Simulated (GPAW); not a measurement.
BaTiO3 (Barioperovskite, Amm2), O K edge of atom 3, with 1 Ti at 1.93 Å and 1 Ti at 2.09 Å (linear, site symmetry m). Method: GPAW, LDA + U (Ti 4 eV), full core hole (charged cell), 10-atom cell with 5.7 Å between holes, 6×6×6 k points, dipole transitions, Gaussian full width 0.9 eV up to 4 eV, rising linearly to 3.5 eV at 25 eV.

```
Ba Ti O
1.0
     3.98550    0.00000    0.00000
     0.00000    2.83690    2.84515
     0.00000   -2.83690    2.84515
Ba Ti O
1 1 3
Direct
  0.00000 0.00000 0.00000
  0.50000 0.51240 0.51240
  0.50000 0.99184 0.50524
  0.50000 0.50524 0.99184
  0.00000 0.48740 0.48740
```

Energy from the lowest empty level; a common scale on which the isotropic spectrum has a mean of 1 over the first 20 eV.

```tsv
E (eV)	curve 1	curve 2	curve 3
-2.0	0.00	0.00	0.00
-1.5	0.00	0.00	0.00
-1.0	0.00	0.00	0.00
-0.5	0.01	0.01	0.01
0.0	0.07	0.15	0.09
0.5	0.36	0.73	0.40
1.0	0.86	1.70	0.89
1.5	1.01	1.73	1.00
2.0	1.03	0.94	0.96
2.5	1.21	0.27	1.13
3.0	1.12	0.07	1.08
3.5	1.15	0.16	1.16
4.0	1.67	0.44	1.69
4.5	2.02	1.01	2.04
5.0	1.73	1.57	1.78
5.5	1.34	1.85	1.38
6.0	1.33	1.93	1.34
6.5	1.22	1.74	1.22
7.0	0.87	1.23	0.87
7.5	0.50	0.71	0.50
8.0	0.28	0.40	0.28
8.5	0.26	0.35	0.26
9.0	0.37	0.44	0.38
9.5	0.62	0.60	0.63
10.0	1.00	0.79	1.01
10.5	1.44	0.95	1.44
11.0	1.78	1.06	1.78
11.5	1.90	1.12	1.92
12.0	1.78	1.14	1.82
12.5	1.53	1.16	1.58
13.0	1.33	1.17	1.37
13.5	1.23	1.18	1.25
14.0	1.19	1.16	1.20
14.5	1.14	1.14	1.13
15.0	1.04	1.09	1.01
15.5	0.91	1.03	0.88
16.0	0.81	0.97	0.78
16.5	0.76	0.95	0.73
17.0	0.73	0.94	0.71
17.5	0.71	0.94	0.69
18.0	0.66	0.92	0.65
18.5	0.59	0.84	0.58
19.0	0.51	0.74	0.50
19.5	0.44	0.63	0.43
20.0	0.39	0.54	0.38
20.5	0.38	0.49	0.37
21.0	0.38	0.47	0.37
21.5	0.40	0.47	0.39
22.0	0.42	0.48	0.41
22.5	0.44	0.48	0.43
23.0	0.46	0.48	0.45
23.5	0.48	0.47	0.46
24.0	0.50	0.47	0.49
24.5	0.53	0.48	0.51
25.0	0.56	0.51	0.54
25.5	0.60	0.55	0.57
26.0	0.63	0.61	0.61
26.5	0.67	0.68	0.65
27.0	0.71	0.76	0.69
27.5	0.76	0.85	0.74
28.0	0.80	0.94	0.79
28.5	0.85	1.02	0.84
29.0	0.90	1.09	0.90
29.5	0.94	1.15	0.95
30.0	0.99	1.19	1.01
30.5	1.03	1.20	1.07
31.0	1.08	1.18	1.12
31.5	1.12	1.13	1.18
32.0	1.16	1.05	1.22
```

Question: The curves are for the electric vector along different Cartesian axes of the cell as given, averaged over the symmetry-equivalent atoms. Which is which?

Curve 1: along y, main maxima 2.6 eV (1.23), 4.5 eV (2.02) and 11.5 eV (1.90). Curve 2: along x, main maxima 1.3 eV (1.89), 6.0 eV (1.93) and 13.4 eV (1.18). Curve 3: along z, main maxima 1.3 eV (1.02), 2.6 eV (1.15), 4.5 eV (2.04) and 11.5 eV (1.92). A K edge sees empty p states; the first features are O p mixed into the empty d states of the Ti neighbours, and the broad ones above probably into the cations' higher empty bands. Each direction probes the empty orbitals that point along it. The crystal has 2 inequivalent O sites and not all are shown here, while a measurement adds them all. The holes are only 5.7 Å apart, so the shape is probably not converged with cell size; no larger cell was run here.

[Banner, clock and machine lines of the logs are left out without a mark of their own.]

[Logs are printed without paths, hosts, clocks, repeated set-up lines and the standing remarks that a program may print on its own settings, such as how far it seeks lower states.]

[Hosts, paths, dates, database ids (printed as entryN), source tags and the programs' standing remarks are cut or masked in the printed files.]

[Lists of maxima count a maximum above −3 eV only where it reaches 4 % of the highest in the window and stands out from its surroundings by 2 % of it (1.5 % where it reaches 55 %); shoulders and weaker maxima are passed over, and of the rest the first, up to two pre-edge ones and the few strongest are named.]
